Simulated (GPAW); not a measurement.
# A Rh chain with a Zn atom bridging one bond: transmission at several levels

How well does a Rh chain with a Zn atom bridging one bond conduct at low bias, and how far do basis and functional move the answer?

Program: GPAW 26.7.0. Level of theory: GPAW LCAO, PAW setups; Landauer transmission from Green's functions with principal layers (ASE), zero bias. Results are calculated unless marked as measured.

**1. The structure**

The cell holds 15 atoms: 14 Rh and 1 Zn. Cell: a = 9.000 Å, b = 9.000 Å, c = 32.400 Å, α = 90.0°, β = 90.0°, γ = 90.0°. Regions: left lead, 7 atoms (7 Rh); channel, 1 atom (1 Zn); right lead, 7 atoms (7 Rh). Vacuum lies along a and b. The structure is stacked along c, and the current runs across the ab planes.

**2. GPAW, dzp**

Localised orbitals split the wire into layers that couple to their neighbours alone, which is what the Green's function method needs; double zeta with polarisation is the usual level for numbers.

run.py

```python
import json
import numpy as np
from ase import Atoms
from ase.transport.calculators import TransportCalculator
from gpaw import GPAW, FermiDirac
from gpaw.lcao.tools import get_lcao_hamiltonian
from scipy.linalg import eigh

# The junction with lead layers at both ends, along the third cell vector
device = Atoms(
    ['Rh', 'Rh', 'Rh', 'Rh', 'Rh', 'Rh', 'Rh', 'Zn', 'Rh', 'Rh', 'Rh', 'Rh', 'Rh', 'Rh', 'Rh'],
    positions=[
        [4.50000, 4.50000, 1.15000],
        [4.50000, 4.50000, 3.45000],
        [4.50000, 4.50000, 5.75000],
        [4.50000, 4.50000, 8.05000],
        [4.50000, 4.50000, 10.35000],
        [4.50000, 4.50000, 12.65000],
        [4.50000, 4.50000, 14.95000],
        [6.54093, 4.50000, 16.20000],
        [4.50000, 4.50000, 17.45000],
        [4.50000, 4.50000, 19.75000],
        [4.50000, 4.50000, 22.05000],
        [4.50000, 4.50000, 24.35000],
        [4.50000, 4.50000, 26.65000],
        [4.50000, 4.50000, 28.95000],
        [4.50000, 4.50000, 31.25000]],
    cell=[[9.0, 0.0, 0.0], [0.0, 9.0, 0.0], [0.0, 0.0, 32.4]],
    pbc=True)

# One principal layer of the lead: the first 5 atoms of the device
lead = Atoms(
    ['Rh', 'Rh', 'Rh', 'Rh', 'Rh'],
    positions=[
        [4.50000, 4.50000, 1.15000],
        [4.50000, 4.50000, 3.45000],
        [4.50000, 4.50000, 5.75000],
        [4.50000, 4.50000, 8.05000],
        [4.50000, 4.50000, 10.35000]],
    cell=[[9.0, 0.0, 0.0], [0.0, 9.0, 0.0], [0.0, 0.0, 11.5]],
    pbc=True)

settings = dict(mode='lcao', basis='dzp', xc='PBE', h=0.2,
                occupations=FermiDirac(0.1), maxiter=250,
                mixer=dict(beta=0.1, nmaxold=8, weight=100.0),
                convergence=dict(density=0.0001))
energies = np.arange(-3, 3 + 1e-9, 0.075)
eta = 0.0001
n1, n2 = 1, 1
# k and -k transmit alike, so half of the mesh across the current serves
mesh = [(i, j) for i in range(n1) for j in range(n2) if (i, j) <= (-i % n1, -j % n2)]
weights = np.array([1 if (i, j) == (-i % n1, -j % n2) else 2 for i, j in mesh]) / (n1 * n2)

# [... helper functions left out ...]
fermi_lead = ground_state(lead, (1, 1, 10), 'lead.txt')
fermi_device = ground_state(device, (1, 1, 3), 'device.txt')
# [... loop over the mesh left out, but for ...]
        # Shift the lead onto the potential of the device's first layer
        shift = ((H[:, 0, 0] - H0[:, 0, 0]) / S0[0, 0]).real.mean()
# [...]
kT = 8.617333e-5 * 300
bias = [0.1, 0.2, 0.5, 1.0, 1.5, 2.0]
# [... integrals and printing left out ...]
```

The run is started by

```bash
> OMP_NUM_THREADS=1 OPENBLAS_NUM_THREADS=1 python run.py
```

Log:

```text
basis functions: device 399, principal layer 135
Fermi level: lead -3.7264 eV, device -3.5576 eV; lead shifted by -0.0004 eV
largest coupling past the next layer 2.07e-04 eV, largest misfit of the first layer 0.066 eV
  E-E_F (eV)   T (one spin)  [channel counts left out]
    -3.000    1.5042e+00
    -2.925    1.5494e+00
    -2.850    1.5982e+00
    -2.775    1.6511e+00
    -2.700    1.7089e+00
    -2.625    1.7717e+00
    -2.550    1.8379e+00
    -2.475    1.9067e+00
    -2.400    1.9738e+00
    -2.325    2.0398e+00
    -2.250    2.1043e+00
    -2.175    2.1675e+00
    -2.100    2.2294e+00
    -2.025    2.2900e+00
    -1.950    2.3484e+00
    -1.875    2.4039e+00
[...]
2.475    9.9725e-01
     2.550    9.9673e-01
     2.625    9.9600e-01
     2.700    9.9474e-01
     2.775    9.9143e-01
     2.850    9.7117e-01
     2.925    4.8398e-01
     3.000    2.0593e+00
conductance at 300 K: 3.4699 G0 a cell; thermopower 5.859 uV/K
current from the zero-bias T(E) at 0.1 V: 27.027 uA
current from the zero-bias T(E) at 0.2 V: 54.682 uA
current from the zero-bias T(E) at 0.5 V: 141.99 uA
current from the zero-bias T(E) at 1.0 V: 291.46 uA
current from the zero-bias T(E) at 1.5 V: 438.05 uA
current from the zero-bias T(E) at 2.0 V: 565.96 uA
```

Wall time 2.9 min (1 thread of Intel Xeon 6975P-C (Granite Rapids), shared host); peak memory 1.4 GiB.

This step gave:

* conductance: 3.470 G₀
* largest coupling past the next principal layer: 2.07e-4 eV
* largest misfit of the first principal layer: 0.06572 eV
* shift that aligns the lead: -3.69e-4 eV
* basis functions of the junction: 399
* basis functions of a principal layer: 135
* transmission at the Fermi level (one spin): 3.377

One spin. Table of transmission, zone mean by energy, zero at the Fermi level:

```
energy (eV)  transmission, zone mean
      -3.00                     1.50
      -2.77                     1.65
      -2.55                     1.84
      -2.40                     1.97
      -2.17                     2.17
      -1.95                     2.35
      -1.73                     2.50
      -1.57                     2.58
      -1.35                     2.67
      -1.12                     2.51
      -0.90                     4.90
      -0.82                     4.96
      -0.75                     4.91
      -0.53                     4.80
      -0.30                     4.56
      -0.07                     3.80
       0.00                     3.38
       0.07                     3.36
       0.30                     3.21
       0.53                     2.91
       0.75                     2.45
       0.90                     1.91
       1.12                    0.921
       1.35                    0.979
       1.57                    0.994
       1.73                    0.998
       1.95                    0.999
       2.17                    0.999
       2.40                    0.998
       2.55                    0.997
       2.77                    0.991
       3.00                     2.06
```

Not self-consistent under bias; the bias window is split evenly. The current through one cell, from the zero-bias transmission by bias:

```
bias (V)  current through one cell, from the zero-bias transmission (mA)
   0.100                                                          0.0270
   0.200                                                          0.0547
   0.500                                                           0.142
   1.000                                                           0.291
   1.500                                                           0.438
   2.000                                                           0.566
```

Transmission of the three most open eigenchannels against energy, zero at the Fermi level:

```
energy (eV)  channel 1  channel 2  channel 3
    -3.0000      0.901      0.598    0.00501
    -2.7750      0.910      0.719     0.0220
    -2.4750      0.917      0.790      0.200
    -2.2500      0.922      0.817      0.365
    -2.0250      0.928      0.850      0.512
    -1.7250      0.931      0.896      0.676
    -1.5000      0.928      0.924      0.762
    -1.2750      0.968      0.910      0.825
    -0.9750      0.917      0.903      0.862
    -0.7500      0.988      0.944      0.923
    -0.5250      0.958      0.953      0.881
    -0.2250      0.969      0.968      0.888
     0.0000      0.974      0.974      0.848
     0.2250      0.971      0.971      0.776
     0.5250      0.957      0.950      0.633
     0.7500      0.944      0.914      0.471
     0.9750      0.915      0.764      0.190
     1.2750      0.968     2.9e-5    1.8e-10
     1.5000      0.991     2.9e-5    1.8e-10
     1.7250      0.998     3.0e-5    1.8e-10
     2.0250      0.999     3.1e-5    1.8e-10
     2.2500      0.998     3.2e-5    1.8e-10
     2.4750      0.997     3.3e-5    2.1e-10
     2.7750      0.991     3.4e-5    1.7e-10
     3.0000      0.992      0.950      0.118
```

Couplings past the next layer reach 2.1e-4 eV, small enough to drop; the matrix elements of the cell's first layer differ from the bulk lead's by up to 0.066 eV. That layer keeps its own values in the calculation, and only beyond it is the lead taken as perfect. The Fermi levels of lead and junction count from different zeros of potential, one for each periodic cell; with both set to zero, the small remaining shift is what aligns them. By hand: G = 3.470 × 77.48 μS = 269 μS, a resistance of 3.72 kΩ; at 0.1 V a linear junction would pass 26.9 μA, and the integral over the bias window gives 27.0 μA.

**3. GPAW, szp: basis = "szp(dzp)"**

One radial function a shell plus polarisation makes the matrices smaller; the question is what that costs.

Edit run.py of step 2 so:

```diff
@@ -42,3 +42,3 @@
 
-settings = dict(mode='lcao', basis='dzp', xc='PBE', h=0.2,
+settings = dict(mode='lcao', basis='szp(dzp)', xc='PBE', h=0.2,
                 occupations=FermiDirac(0.1), maxiter=250,
```

Log:

```text
basis functions: device 222, principal layer 75
Fermi level: lead -3.6290 eV, device -3.4610 eV; lead shifted by -0.0003 eV
largest coupling past the next layer 2.08e-04 eV, largest misfit of the first layer 0.063 eV
  E-E_F (eV)   T (one spin)  [channel counts left out]
    -3.000    1.5114e+00
    -2.925    1.5629e+00
    -2.850    1.6183e+00
    -2.775    1.6778e+00
    -2.700    1.7413e+00
    -2.625    1.8081e+00
    -2.550    1.8765e+00
    -2.475    1.9437e+00
    -2.400    2.0100e+00
    -2.325    2.0741e+00
    -2.250    2.1362e+00
    -2.175    2.1965e+00
    -2.100    2.2552e+00
    -2.025    2.3121e+00
    -1.950    2.3668e+00
    -1.875    2.4185e+00
[...]
2.475    9.9624e-01
     2.550    9.9551e-01
     2.625    9.9434e-01
     2.700    9.9187e-01
     2.775    9.8330e-01
     2.850    8.7980e-01
     2.925    7.3886e-01
     3.000    2.0001e+00
conductance at 300 K: 3.4992 G0 a cell; thermopower 6.857 uV/K
current from the zero-bias T(E) at 0.1 V: 27.287 uA
current from the zero-bias T(E) at 0.2 V: 55.364 uA
current from the zero-bias T(E) at 0.5 V: 144.34 uA
current from the zero-bias T(E) at 1.0 V: 295.31 uA
current from the zero-bias T(E) at 1.5 V: 442.63 uA
current from the zero-bias T(E) at 2.0 V: 571.05 uA
```

Wall time 1.8 min (1 thread); peak memory 1.3 GiB.

Numbers from this step:

```yaml
conductance: 3.499 G₀
largest_coupling_past_the_next_principal_layer: 2.08e-4 eV
largest_misfit_of_the_first_principal_layer: 0.06333 eV
shift_that_aligns_the_lead: -2.82e-4 eV
basis_functions_of_the_junction: 222
basis_functions_of_a_principal_layer: 75
transmission_at_the_fermi_level_one_spin: 3.388
```

One spin. The transmission, zone mean by energy, zero at the Fermi level:

energy (eV), transmission, zone mean and a bar from the least value:
```
    -3.00       1.51 ####
    -2.77       1.68 #####
    -2.55       1.88 #######
    -2.40       2.01 ########
    -2.17       2.20 #########
    -1.95       2.37 ###########
    -1.73       2.51 ############
    -1.57       2.59 ############
    -1.35       2.67 #############
    -1.12       2.47 ###########
    -0.90       4.86 #############################
    -0.75       4.98 ##############################
    -0.53       4.86 #############################
    -0.30       4.63 ###########################
    -0.07       3.88 ######################
     0.00       3.39 ##################
     0.07       3.38 ##################
     0.30       3.22 #################
     0.53       2.90 ##############
     0.75       2.43 ###########
     0.90       2.02 ########
     1.12       0.95 
     1.35       0.99 
     1.57       1.00 
     1.73       1.00 
     1.95       1.00 
     2.17       1.00 
     2.40       1.00 
     2.55       1.00 
     2.77       0.98 
     3.00       2.00 ########
```

Not self-consistent under bias; the bias window is split evenly. The current through one cell, from the zero-bias transmission by bias:

```
bias (V)  current through one cell, from the zero-bias transmission (mA)
   0.100                                                          0.0273
   0.200                                                          0.0554
   0.500                                                           0.144
   1.000                                                           0.295
   1.500                                                           0.443
   2.000                                                           0.571
```

Table of transmission of the three most open eigenchannels by energy, zero at the Fermi level:

```
energy (eV)  channel 1  channel 2  channel 3
      -3.00      0.905      0.606     3.7e-6
      -2.85      0.912      0.688     0.0189
      -2.70      0.916      0.744     0.0818
      -2.55      0.919      0.777      0.180
      -2.33      0.924      0.809      0.342
      -2.17      0.927      0.829      0.441
      -2.02      0.930      0.851      0.531
      -1.88      0.931      0.874      0.613
      -1.73      0.931      0.895      0.684
      -1.57      0.929      0.914      0.742
      -1.35      0.945      0.915      0.809
      -1.20      0.984      0.880      0.846
      -1.05      0.900      0.900      0.758
      -0.90      0.944      0.915      0.898
      -0.75      0.994      0.948      0.931
      -0.60      0.957      0.953      0.914
      -0.38      0.969      0.965      0.884
      -0.23      0.974      0.972      0.896
      -0.07      0.979      0.977      0.890
       0.00      0.979      0.979      0.854
       0.07      0.979      0.979      0.827
       0.23      0.977      0.976      0.777
       0.38      0.972      0.969      0.714
       0.60      0.962      0.950      0.584
       0.75      0.956      0.926      0.473
       0.90      0.941      0.867      0.211
       1.05      0.937      0.313     0.0797
       1.20      0.971     5.4e-6    1.7e-10
       1.35      0.988     5.5e-6    5.0e-12
       1.57      0.997     5.7e-6          0
       1.73      0.999     5.8e-6          0
       1.88      0.999     5.9e-6          0
       2.02      0.999     6.0e-6          0
       2.17      0.998     6.1e-6          0
       2.33      0.997     6.2e-6    2.5e-12
       2.55      0.996     6.3e-6    1.7e-11
       2.70      0.992     6.3e-6    2.9e-11
       2.85      0.880     5.7e-6     4.3e-8
       3.00      0.992      0.884      0.124
```

The conductance, 3.50 G₀, lies 0.8 % above that of the dzp run.

**4. GPAW, sz: basis = "sz(dzp)"**

The minimal basis is the cheapest rung: no second zeta and no polarisation.

Edit run.py of step 3 so:

```diff
@@ -42,3 +42,3 @@
 
-settings = dict(mode='lcao', basis='szp(dzp)', xc='PBE', h=0.2,
+settings = dict(mode='lcao', basis='sz(dzp)', xc='PBE', h=0.2,
                 occupations=FermiDirac(0.1), maxiter=250,
```

Log:

```text
basis functions: device 177, principal layer 60
Fermi level: lead -3.6415 eV, device -3.4763 eV; lead shifted by 0.0001 eV
largest coupling past the next layer 2.07e-04 eV, largest misfit of the first layer 0.050 eV
  E-E_F (eV)   T (one spin)  channels
    -3.000    1.5700e+00    3.0000
    -2.925    1.6327e+00    3.0000
    -2.850    1.6994e+00    3.0000
[...]
2.925    9.4004e-02    1.0000
     3.000    1.6275e+00    3.0000
conductance at 300 K: 3.5115 G0 a cell; thermopower 7.072 uV/K
current from the zero-bias T(E) at 0.1 V: 27.389 uA
current from the zero-bias T(E) at 0.2 V: 55.582 uA
current from the zero-bias T(E) at 0.5 V: 144.81 uA
current from the zero-bias T(E) at 1.0 V: 295.71 uA
current from the zero-bias T(E) at 1.5 V: 442.54 uA
current from the zero-bias T(E) at 2.0 V: 575.31 uA
```

Wall time 89 s (1 thread); peak memory 1.3 GiB.

Numbers from this step:

- conductance: 3.512 G₀
- largest coupling past the next principal layer: 2.07e-4 eV
- largest misfit of the first principal layer: 0.05035 eV
- shift that aligns the lead: 1.21e-4 eV
- basis functions of the junction: 177
- basis functions of a principal layer: 60
- transmission at the Fermi level (one spin): 3.395
- open channels of the lead at the Fermi level (one spin): 4

One spin. The transmission, zone mean by energy, zero at the Fermi level:

```
energy (eV)  transmission, zone mean
      -3.00                     1.57
      -2.77                     1.77
      -2.55                     1.98
      -2.40                     2.11
      -2.17                     2.28
      -1.95                     2.43
      -1.73                     2.55
      -1.57                     2.61
      -1.35                     2.67
      -1.27                     2.69
      -1.12                     2.17
      -0.90                     4.95
      -0.82                     5.01
      -0.75                     5.00
      -0.53                     4.83
      -0.30                     4.64
      -0.07                     3.92
       0.00                     3.40
       0.07                     3.38
       0.30                     3.23
       0.53                     2.90
       0.75                     2.38
       0.90                     1.96
       1.12                    0.950
       1.35                    0.988
       1.57                    0.997
       1.73                    0.999
       1.95                    0.999
       2.17                    0.997
       2.40                    0.995
       2.55                    0.994
       2.77                    0.984
       3.00                     1.63
```

The conductance, 3.51 G₀, lies 1.2 % above that of the dzp run.

**5. RPBE in the dzp basis: xc = "RPBE"**

Back in the dzp basis, the functional changes from PBE to RPBE, to set the spread between functionals beside that between bases.

Edit run.py of step 4 so:

```diff
@@ -42,3 +42,3 @@
 
-settings = dict(mode='lcao', basis='sz(dzp)', xc='PBE', h=0.2,
+settings = dict(mode='lcao', basis='dzp', xc='RPBE', h=0.2,
                 occupations=FermiDirac(0.1), maxiter=250,
```

Log:

```text
basis functions: device 399, principal layer 135
Fermi level: lead -3.6037 eV, device -3.4318 eV; lead shifted by -0.0007 eV
largest coupling past the next layer 2.03e-04 eV, largest misfit of the first layer 0.066 eV
  E-E_F (eV)   T (one spin)  [channel counts left out]
    -3.000    1.5060e+00
    -2.925    1.5482e+00
    -2.850    1.5939e+00
[...]
2.925    1.6002e+00
     3.000    2.1183e+00
conductance at 300 K: 3.4584 G0 a cell; thermopower 5.363 uV/K
current from the zero-bias T(E) at 0.1 V: 26.928 uA
current from the zero-bias T(E) at 0.2 V: 54.488 uA
current from the zero-bias T(E) at 0.5 V: 141.66 uA
current from the zero-bias T(E) at 1.0 V: 290.33 uA
current from the zero-bias T(E) at 1.5 V: 436.28 uA
current from the zero-bias T(E) at 2.0 V: 566.84 uA
```

It took 2.7 min on 1 thread; peak memory 1.4 GiB.

Numbers from this step:

```
conductance                                    : 3.458 G₀
largest coupling past the next principal layer : 2.03e-4 eV
largest misfit of the first principal layer    : 0.06565 eV
shift that aligns the lead                     : -7.12e-4 eV
basis functions of the junction                : 399
basis functions of a principal layer           : 135
transmission at the Fermi level (one spin)     : 3.378
```

One spin. The transmission, zone mean by energy, zero at the Fermi level:

energy (eV), transmission, zone mean and a bar:
```
    -3.00       1.51 #######
    -2.85       1.59 #######
    -2.70       1.70 ########
    -2.55       1.82 #########
    -2.33       2.02 ##########
    -2.17       2.15 ##########
    -2.02       2.27 ###########
    -1.88       2.39 ############
    -1.73       2.49 ############
    -1.57       2.57 #############
    -1.35       2.66 #############
    -1.20       2.44 ############
    -1.05       3.29 #################
    -0.90       5.60 ##############################
    -0.75       4.89 ##########################
    -0.60       4.85 ##########################
    -0.38       4.53 ########################
    -0.23       4.43 #######################
    -0.07       3.74 ###################
     0.00       3.38 #################
     0.07       3.36 #################
     0.23       3.28 #################
     0.38       3.13 ################
     0.60       2.77 ##############
     0.75       2.44 ############
     0.90       1.88 #########
     1.05       1.29 ######
     1.20       0.95 ####
     1.35       0.98 ####
     1.57       0.99 ####
     1.73       1.00 ####
     1.88       1.00 ####
     2.02       1.00 ####
     2.17       1.00 ####
     2.33       1.00 ####
     2.55       0.99 ####
     2.70       0.99 ####
     2.85       0.30 
     3.00       2.12 ##########
```

The conductance, 3.46 G₀, lies 0.3 % below that of the dzp run.

**6. Cost and result by level**

Times are for 1 thread of Intel Xeon 6975P-C (Granite Rapids), shared host. The runs compared:

```
no.       run  conductance (G₀)     time  memory (GiB)
  1       dzp             3.470  2.9 min           1.4
  2       szp             3.499  1.8 min           1.3
  3        sz             3.512     89 s           1.3
  4  dzp RPBE             3.458  2.7 min           1.4
```

(Continued in part 2 of 2.)

[Logs are printed without paths, hosts, clocks, repeated set-up lines and the standing remarks that a program may print on its own settings, such as how far it seeks lower states.]

[Hosts, paths, dates, database ids (printed as entryN), source tags and the programs' standing remarks are cut or masked in the printed files.]
